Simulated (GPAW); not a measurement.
# Ballistic transport through a carbon nanotube (5, 5); OH on top of one C, which is raised by 0.35 Å, cheap and dear, part 3 of 3

Wanted: the zero-bias transmission of a carbon nanotube (5, 5); OH on top of one C, which is raised by 0.35 Å on a ladder of levels, with run times.

GPAW 26.7.0; GPAW LCAO, PAW setups; Landauer transmission from Green's functions with principal layers (ASE), zero bias.

So far, conductance (G₀): step 2 (single-zeta polarised basis, PBE, GPAW) 1.35; step 3 (basis sz(dzp), PBE, GPAW) 1.22; step 4 (LDA) 1.36.

**6. Comparison**

The curves are compared point by point over the common energies.

This step: comparison of transmission and cost over codes and levels (GPAW 26.7.0).

Ladder, by row:

| step | code | T at the Fermi level (sum over the listed spins) | conductance (G0) | r.m.s. T(E) from the first | wall time (s) | peak memory (GiB) | threads |
| --- | --- | --- | --- | --- | --- | --- | --- |
| szp | GPAW | 2.708 | 1.353 | 0 | 9509 | 6.94 | 1 |
| sz | GPAW | 2.429 | 1.215 | 1.861 | 1320 | 4.66 | 1 |
| szp-LDA | GPAW | 2.713 | 1.356 | 0.4655 | 9405 | 6.93 | 1 |

Table of transmission, zone mean, sum over the listed spins by energy, zero at the Fermi level:

| energy (eV) | szp | sz | szp-LDA |
| --- | --- | --- | --- |
| -3.00 | 12.7 | 15.0 | 12.7 |
| -2.77 | 15.7 | 15.9 | 15.7 |
| -2.55 | 15.8 | 15.9 | 15.8 |
| -2.40 | 15.7 | 15.8 | 15.7 |
| -2.17 | 9.15 | 8.50 | 9.79 |
| -1.95 | 8.05 | 8.82 | 8.10 |
| -1.73 | 9.90 | 9.91 | 9.86 |
| -1.57 | 9.73 | 9.55 | 9.75 |
| -1.35 | 3.66 | 3.72 | 3.70 |
| -1.12 | 1.84 | 3.54 | 3.22 |
| -0.97 | 3.23 | 3.39 | 2.99 |
| -0.90 | 3.15 | 3.28 | 3.11 |
| -0.75 | 2.87 | 2.93 | 2.87 |
| -0.53 | 2.32 | 2.49 | 2.32 |
| -0.30 | 1.99 | 2.02 | 1.99 |
| -0.07 | 2.47 | 2.22 | 2.48 |
| 0.00 | 2.71 | 2.43 | 2.71 |
| 0.07 | 2.94 | 2.68 | 2.95 |
| 0.30 | 3.42 | 3.25 | 3.43 |
| 0.53 | 3.67 | 3.56 | 3.68 |
| 0.75 | 3.81 | 3.73 | 3.81 |
| 0.90 | 3.86 | 3.80 | 3.86 |
| 1.12 | 3.93 | 3.88 | 3.93 |
| 1.35 | 15.8 | 8.53 | 15.9 |
| 1.57 | 17.1 | 10.9 | 17.1 |
| 1.65 | 17.3 | 15.6 | 17.2 |
| 1.73 | 16.0 | 16.7 | 16.2 |
| 1.95 | 15.7 | 16.5 | 15.7 |
| 2.17 | 15.8 | 15.8 | 15.8 |
| 2.40 | 15.9 | 15.8 | 15.9 |
| 2.55 | 15.9 | 15.8 | 15.9 |
| 2.77 | 15.9 | 15.9 | 15.9 |
| 3.00 | 15.8 | 15.8 | 15.7 |

**7. Density threshold 0.001, mixing 0.02, mixing history 5**

The Hamiltonian is taken from the last density. The density threshold is one of the tests that end the cycle; the energy must settle too, so a loose value may not be the test that decides. Mixing changes the road to self-consistency, not its end. The mixing history changes the road to self-consistency, not its end. The lead's own mesh along the current sets its density and potential; where the lead is aligned to the junction's end layer, a rigid shift drops out.

This step: GPAW LCAO, PAW setups; Landauer transmission from Green's functions with principal layers (ASE), zero bias (GPAW 26.7.0).

run.py

```python
import json
import numpy as np
from ase import Atoms
from ase.transport.calculators import TransportCalculator
from gpaw import GPAW, FermiDirac
from gpaw.lcao.tools import get_lcao_hamiltonian
from scipy.linalg import eigh

# The junction with lead layers at both ends, along the third cell vector
device = Atoms(
    ['C', 'C', 'C', 'C', 'C', 'C', 'C', 'C', 'C', 'C', 'C', 'C', 'C', 'C', 'C', 'C', 'C', 'C', 'C', 'C', 'C', 'C', 'C', 'C', 'C', 'C', 'C', 'C', 'C', 'C', 'C', 'C', 'C', 'C', 'C', 'C', 'C', 'C', 'C', 'C', 'C', 'C', 'C', 'C', 'C', 'C', 'C', 'C', 'C', 'C', 'C', 'C', 'C', 'C', 'C', 'C', 'C', 'C', 'C', 'C', 'C', 'C', 'C', 'C', 'C', 'C', 'C', 'C', 'C', 'C', 'C', 'C', 'C', 'C', 'C', 'C', 'C', 'C', 'C', 'C', 'C', 'C', 'C', 'C', 'C', 'C', 'C', 'C', 'C', 'C', 'C', 'C', 'C', 'C', 'C', 'C', 'C', 'C', 'C', 'C', 'C', 'C', 'C', 'C', 'C', 'C', 'C', 'C', 'C', 'C', 'C', 'C', 'C', 'C', 'C', 'C', 'C', 'C', 'C', 'C', 'C', 'C', 'C', 'C', 'C', 'C', 'C', 'O', 'C', 'C', 'C', 'H', 'C', 'C', 'C', 'C', 'C', 'C', 'C', 'C', 'C', 'C', 'C', 'C', 'C', 'C', 'C', 'C', 'C', 'C', 'C', 'C', 'C', 'C', 'C', 'C', 'C', 'C', 'C', 'C', 'C', 'C', 'C', 'C', 'C', 'C', 'C', 'C', 'C', 'C', 'C', 'C', 'C', 'C', 'C', 'C', 'C', 'C', 'C', 'C', 'C', 'C', 'C', 'C', 'C', 'C', 'C', 'C', 'C', 'C', 'C', 'C', 'C', 'C', 'C', 'C', 'C', 'C', 'C', 'C', 'C', 'C', 'C', 'C', 'C', 'C', 'C', 'C', 'C', 'C', 'C', 'C', 'C', 'C', 'C', 'C', 'C', 'C', 'C', 'C', 'C', 'C', 'C', 'C', 'C', 'C', 'C', 'C', 'C', 'C', 'C', 'C', 'C', 'C', 'C', 'C', 'C', 'C', 'C', 'C', 'C', 'C'],
    positions=[
        [4.07408, 8.09482, 0.61488],
        [4.64743, 9.38259, 0.61488],
        [4.64743, 5.39741, 0.61488],
        [5.69500, 4.45417, 0.61488],
        [7.03565, 10.76143, 0.61488],
        [8.43757, 10.61408, 0.61488],
        [8.43757, 4.16592, 0.61488],
        [9.65835, 4.87074, 0.61488],
        [10.48692, 8.76884, 0.61488],
        [10.78000, 7.39000, 0.61488],
        [4.00000, 7.39000, 1.84463],
        [4.29308, 6.01116, 1.84463],
        [5.12165, 9.90926, 1.84463],
        [6.34243, 10.61408, 1.84463],
        [6.34243, 4.16592, 1.84463],
        [7.74435, 4.01857, 1.84463],
        [9.08500, 10.32583, 1.84463],
        [10.13257, 9.38259, 1.84463],
        [10.13257, 5.39741, 1.84463],
        [10.70592, 6.68518, 1.84463],
        [4.07408, 8.09482, 3.07439],
        [4.64743, 9.38259, 3.07439],
        [4.64743, 5.39741, 3.07439],
        [5.69500, 4.45417, 3.07439],
        [7.03565, 10.76143, 3.07439],
        [8.43757, 10.61408, 3.07439],
        [8.43757, 4.16592, 3.07439],
        [9.65835, 4.87074, 3.07439],
        [10.48692, 8.76884, 3.07439],
        [10.78000, 7.39000, 3.07439],
[... 206 atom lines left out ...]
        [6.34243, 4.16592, 28.89927],
        [7.74435, 4.01857, 28.89927],
        [9.08500, 10.32583, 28.89927],
        [10.13257, 9.38259, 28.89927],
        [10.13257, 5.39741, 28.89927],
        [10.70592, 6.68518, 28.89927]],
    cell=[[14.78, 0.0, 0.0], [0.0, 14.78, 0.0], [0.0, 0.0, 29.51415]],
    pbc=True,
    magmoms=[0.0, 0.0, 0.0, 0.0, 0.0, 0.0, 0.0, 0.0, 0.0, 0.0, 0.0, 0.0, 0.0, 0.0, 0.0, 0.0, 0.0, 0.0, 0.0, 0.0, 0.0, 0.0, 0.0, 0.0, 0.0, 0.0, 0.0, 0.0, 0.0, 0.0, 0.0, 0.0, 0.0, 0.0, 0.0, 0.0, 0.0, 0.0, 0.0, 0.0, 0.0, 0.0, 0.0, 0.0, 0.0, 0.0, 0.0, 0.0, 0.0, 0.0, 0.0, 0.0, 0.0, 0.0, 0.0, 0.0, 0.0, 0.0, 0.0, 0.0, 0.0, 0.0, 0.0, 0.0, 0.0, 0.0, 0.0, 0.0, 0.0, 0.0, 0.0, 0.0, 0.0, 0.0, 0.0, 0.0, 0.0, 0.0, 0.0, 0.0, 0.0, 0.0, 0.0, 0.0, 0.0, 0.0, 0.0, 0.0, 0.0, 0.0, 0.0, 0.0, 0.0, 0.0, 0.0, 0.0, 0.0, 0.0, 0.0, 0.0, 0.5, 0.0, 0.0, 0.0, 0.0, 0.0, 0.0, 0.0, 0.0, 0.0, 0.0, 0.0, 0.0, 0.0, 0.0, 0.0, 0.5, 0.0, 0.0, 0.0, 0.5, 0.0, 0.0, 0.0, 0.0, 0.0, 0.0, 0.0, 0.0, 0.0, 0.5, 0.0, 0.0, 0.0, 0.0, 0.0, 0.0, 0.0, 0.0, 0.0, 0.5, 0.0, 0.0, 0.0, 0.0, 0.0, 0.0, 0.0, 0.0, 0.0, 0.0, 0.0, 0.0, 0.0, 0.0, 0.0, 0.0, 0.0, 0.0, 0.0, 0.0, 0.0, 0.0, 0.0, 0.0, 0.0, 0.0, 0.0, 0.0, 0.0, 0.0, 0.0, 0.0, 0.0, 0.0, 0.0, 0.0, 0.0, 0.0, 0.0, 0.0, 0.0, 0.0, 0.0, 0.0, 0.0, 0.0, 0.0, 0.0, 0.0, 0.0, 0.0, 0.0, 0.0, 0.0, 0.0, 0.0, 0.0, 0.0, 0.0, 0.0, 0.0, 0.0, 0.0, 0.0, 0.0, 0.0, 0.0, 0.0, 0.0, 0.0, 0.0, 0.0, 0.0, 0.0, 0.0, 0.0, 0.0, 0.0, 0.0, 0.0, 0.0, 0.0, 0.0, 0.0, 0.0, 0.0, 0.0, 0.0, 0.0, 0.0, 0.0, 0.0, 0.0, 0.0, 0.0, 0.0, 0.0, 0.0, 0.0, 0.0, 0.0])

# One principal layer of the lead: the first 60 atoms of the device
lead = Atoms(
    ['C', 'C', 'C', 'C', 'C', 'C', 'C', 'C', 'C', 'C', 'C', 'C', 'C', 'C', 'C', 'C', 'C', 'C', 'C', 'C', 'C', 'C', 'C', 'C', 'C', 'C', 'C', 'C', 'C', 'C', 'C', 'C', 'C', 'C', 'C', 'C', 'C', 'C', 'C', 'C', 'C', 'C', 'C', 'C', 'C', 'C', 'C', 'C', 'C', 'C', 'C', 'C', 'C', 'C', 'C', 'C', 'C', 'C', 'C', 'C'],
    positions=[
        [4.07408, 8.09482, 0.61488],
        [4.64743, 9.38259, 0.61488],
        [4.64743, 5.39741, 0.61488],
        [5.69500, 4.45417, 0.61488],
        [7.03565, 10.76143, 0.61488],
        [8.43757, 10.61408, 0.61488],
        [8.43757, 4.16592, 0.61488],
        [9.65835, 4.87074, 0.61488],
        [10.48692, 8.76884, 0.61488],
        [10.78000, 7.39000, 0.61488],
        [4.00000, 7.39000, 1.84463],
        [4.29308, 6.01116, 1.84463],
        [5.12165, 9.90926, 1.84463],
        [6.34243, 10.61408, 1.84463],
        [6.34243, 4.16592, 1.84463],
        [7.74435, 4.01857, 1.84463],
        [9.08500, 10.32583, 1.84463],
        [10.13257, 9.38259, 1.84463],
        [10.13257, 5.39741, 1.84463],
        [10.70592, 6.68518, 1.84463],
        [4.07408, 8.09482, 3.07439],
        [4.64743, 9.38259, 3.07439],
        [4.64743, 5.39741, 3.07439],
        [5.69500, 4.45417, 3.07439],
        [7.03565, 10.76143, 3.07439],
        [8.43757, 10.61408, 3.07439],
        [8.43757, 4.16592, 3.07439],
        [9.65835, 4.87074, 3.07439],
        [10.48692, 8.76884, 3.07439],
        [10.78000, 7.39000, 3.07439],
        [4.00000, 7.39000, 4.30415],
        [4.29308, 6.01116, 4.30415],
        [5.12165, 9.90926, 4.30415],
        [6.34243, 10.61408, 4.30415],
        [6.34243, 4.16592, 4.30415],
        [7.74435, 4.01857, 4.30415],
        [9.08500, 10.32583, 4.30415],
        [10.13257, 9.38259, 4.30415],
        [10.13257, 5.39741, 4.30415],
        [10.70592, 6.68518, 4.30415],
        [4.07408, 8.09482, 5.53390],
        [4.64743, 9.38259, 5.53390],
        [4.64743, 5.39741, 5.53390],
        [5.69500, 4.45417, 5.53390],
        [7.03565, 10.76143, 5.53390],
        [8.43757, 10.61408, 5.53390],
        [8.43757, 4.16592, 5.53390],
        [9.65835, 4.87074, 5.53390],
        [10.48692, 8.76884, 5.53390],
        [10.78000, 7.39000, 5.53390],
        [4.00000, 7.39000, 6.76366],
        [4.29308, 6.01116, 6.76366],
        [5.12165, 9.90926, 6.76366],
        [6.34243, 10.61408, 6.76366],
        [6.34243, 4.16592, 6.76366],
        [7.74435, 4.01857, 6.76366],
        [9.08500, 10.32583, 6.76366],
        [10.13257, 9.38259, 6.76366],
        [10.13257, 5.39741, 6.76366],
        [10.70592, 6.68518, 6.76366]],
    cell=[[14.78, 0.0, 0.0], [0.0, 14.78, 0.0], [0.0, 0.0, 7.37854]],
    pbc=True,
    magmoms=[0.0, 0.0, 0.0, 0.0, 0.0, 0.0, 0.0, 0.0, 0.0, 0.0, 0.0, 0.0, 0.0, 0.0, 0.0, 0.0, 0.0, 0.0, 0.0, 0.0, 0.0, 0.0, 0.0, 0.0, 0.0, 0.0, 0.0, 0.0, 0.0, 0.0, 0.0, 0.0, 0.0, 0.0, 0.0, 0.0, 0.0, 0.0, 0.0, 0.0, 0.0, 0.0, 0.0, 0.0, 0.0, 0.0, 0.0, 0.0, 0.0, 0.0, 0.0, 0.0, 0.0, 0.0, 0.0, 0.0, 0.0, 0.0, 0.0, 0.0])

settings = dict(mode='lcao', basis='szp(dzp)', xc='PBE', h=0.18,
                occupations=FermiDirac(0.1), maxiter=250,
                mixer=dict(beta=0.02, nmaxold=5, weight=100.0),
                convergence=dict(density=0.001))
energies = np.arange(-3, 3 + 1e-9, 0.075)
eta = 0.0001
n1, n2 = 1, 1
# k and -k transmit alike, so half of the mesh across the current serves
mesh = [(i, j) for i in range(n1) for j in range(n2) if (i, j) <= (-i % n1, -j % n2)]
weights = np.array([1 if (i, j) == (-i % n1, -j % n2) else 2 for i, j in mesh]) / (n1 * n2)


def ground_state(atoms, size, txt):
    atoms.calc = GPAW(kpts={'size': size, 'gamma': True}, symmetry={'tolerance': 1e-3}, txt=txt, **settings)
    atoms.get_potential_energy()
    return atoms.calc.get_fermi_level()


def blocks(atoms, fermi, points, nz, cells):
    """H - E_F S and S between cell 0 and the cells above it, at each point across the current."""
    kz = np.arange(nz) / nz
    calc = atoms.calc.fixed_density(kpts=[(*k, z) for k in points for z in kz], symmetry='off', txt=None)
    H, S = get_lcao_hamiltonian(calc)
    H = (H - fermi * S).reshape(len(H), len(points), nz, *S.shape[1:])
    S = S.reshape(H.shape[1:])
    phases = [np.exp(-2j * np.pi * kz * R) / nz for R in cells]
    return [(np.einsum('skzij,z->ksij', H, p), np.einsum('kzij,z->kij', S, p)) for p in phases]


def pair(a, b):
    return np.block([[a, b], [b.T.conj(), a]])


def count_channels(h, s, cells, nk=240):
    """Half the number of times that the lead's bands cross each energy, unfolded to its shortest repeat."""
    b = len(h) // cells
    bands = []
    for k in (np.arange(nk + 1) + 0.5) / nk:
        hk, sk = h[:b, :b].copy(), s[:b, :b].copy()
        for R in range(1, cells):
            phase, block = np.exp(2j * np.pi * k * R), slice(R * b, (R + 1) * b)
            hk += h[:b, block] * phase + (h[:b, block] * phase).T.conj()
            sk += s[:b, block] * phase + (s[:b, block] * phase).T.conj()
        w, u = eigh(sk)
        x = u[:, w > 1e-5] / w[w > 1e-5]**0.5  # drop near-dependent combinations
        bands.append(np.r_[eigh(x.T.conj() @ hk @ x, eigvals_only=True), [1e9] * (w <= 1e-5).sum()])
    below = np.array(bands)[:, :, None] < energies
    return (below[1:] != below[:-1]).sum((0, 1)) / 2


fermi_lead = ground_state(lead, (1, 1, 2), 'lead.txt')
fermi_device = ground_state(device, (1, 1, 3), 'device.txt')
T, channels, eigen, tail, misfit, shifts = [], [], [], 0.0, 0.0, []
for first in range(0, len(mesh), 1):
    points = [(i / n1, j / n2) for i, j in mesh[first:first + 1]]
    (H0k, S0k), (H1k, S1k), (H2k, _) = blocks(lead, fermi_lead, points, 5, range(3))
    [(Hk, Sk)] = blocks(device, fermi_device, points, 2, [0])
    tail = max(tail, abs(H2k).max())
    for H0, S0, H1, S1, H, S in zip(H0k, S0k, H1k, S1k, Hk, Sk):
        n = len(S0)
        # Shift the lead onto the potential of the device's first layer
        shift = ((H[:, 0, 0] - H0[:, 0, 0]) / S0[0, 0]).real.mean()
        shifts.append(shift)
        misfit = max(misfit, abs(H[:, :n, :n] - H0 - shift * S0).max())
        Tk, Ck, Ek = [], [], []
        for s in range(len(H)):
            t = s % len(H0)  # a lead without moments serves both spins
            h1, s1 = pair(H0[t] + shift * S0, H1[t] + shift * S1), pair(S0, S1)
            leads = dict(h1=h1, s1=s1, energies=energies, eta=eta, eta1=eta, eta2=eta)
            calc = TransportCalculator(h=H[s], s=S, eigenchannels=3, **leads)
            Tk.append(calc.get_transmission())
            Ek.append(np.sort(calc.eigenchannels_ne, axis=0)[::-1])
            Ck.append(count_channels(h1, s1, 6))
        T.append(Tk)
        channels.append(Ck)
        eigen.append(Ek)
T, channels = np.array(T), np.array(channels)
mean, open_channels = np.einsum('kse,k->se', T, weights), np.einsum('kse,k->se', channels, weights)

print(f'basis functions: device {len(S)}, principal layer {n}')
print(f'Fermi level: lead {fermi_lead:.4f} eV, device {fermi_device:.4f} eV; lead shifted by {np.mean(shifts):.4f} eV')
print(f'largest coupling past the next layer {tail:.2e} eV, largest misfit of the first layer {misfit:.3f} eV')
print('  E-E_F (eV)   ' + 'T up        T down      channels up  channels down')
for e, t, c in zip(energies, mean.T, open_channels.T):
    print(f'{e:10.3f}  ', *[f'{x:11.4e}' for x in t], *[f'{x:9.4f}' for x in c])

kT = 8.617333e-5 * 77
fine = np.linspace(energies[0], energies[-1], 4001)
both = np.exp(np.interp(fine, energies, np.log(np.maximum(mean.sum(0) * 2 / len(mean), 1e-30))))
fermi = lambda mu: 1 / (1 + np.exp(np.clip((fine - mu) / kT, -200, 200)))
slope = fermi(0) * (1 - fermi(0)) / kT
G = np.trapezoid(both * slope, fine) / 2
seebeck = -np.trapezoid(both * slope * fine, fine) / (2 * G * 77) * 1e6
print(f'conductance at 77 K: {G:.5g} G0 a cell; thermopower {seebeck:.4g} uV/K')
bias = [0.1, 0.2, 0.5, 1.0, 1.5, 2.0]
current = [38.74 * np.trapezoid(both * (fermi(V / 2) - fermi(-V / 2)), fine) for V in bias]
for V, I in zip(bias, current):
    print(f'current from the zero-bias T(E) at {V} V: {I:.5g} uA')
zero = abs(energies).argmin()
json.dump(dict(energies=energies.tolist(), T=mean.tolist(), channels=open_channels.tolist(), G=G, seebeck=seebeck,
               bias=bias, current=current, tail=tail, misfit=misfit, shift=np.mean(shifts), n_device=len(S), n_lead=n,
               fermi=[fermi_lead, fermi_device], energy=device.get_potential_energy(),
               moments=device.get_magnetic_moments().tolist(), mesh=mesh, weights=weights.tolist(),
               T_k=T[:, :, zero].tolist(), eigen=np.array(eigen[0]).tolist()), open('result.json', 'w'))
```

On the command line:

```console
OMP_NUM_THREADS=1 OPENBLAS_NUM_THREADS=1 python run.py
```

The log of the run:

```text

```

Run time: 13 min. Hardware: 1 thread of Arm Neoverse V1, shared host; peak memory 5.1 GiB.

The run was cut off at its time limit.

**8. Summary of results**

```json
{"conductance": "1.35 G₀", "transmission at the Fermi level, mean of the spins": "1.35", "thermopower": "-2.17 μV/K"}
```

**Reading.** In the szp basis the junction conducts 1.35 G₀ at 77 K, with T = 1.35 as the mean of the two spins at the Fermi level; no smaller basis tried comes within 10 % of that conductance. Measured against the first run (szp), the nearest curve is that of szp-LDA (r.m.s. 0.47) and the farthest that of sz (1.9). Over the compared runs wall time goes from 1320 s (sz) to 9509 s (szp), on a shared host. The geometry was built from estimated bond lengths and not relaxed, so the numbers describe this model structure. The currents use the zero-bias T(E) throughout, which holds only while the bias is small against the distance to the nearest feature. One magnetic start was tried; another order may lie lower. The energy step is wider than the thermal energy, so the conductance and thermopower rest on interpolation of T(E).

[Logs are printed without paths, hosts, clocks, repeated set-up lines and the standing remarks that a program may print on its own settings, such as how far it seeks lower states.]

[Hosts, paths, dates, database ids (printed as entryN), source tags and the programs' standing remarks are cut or masked in the printed files.]
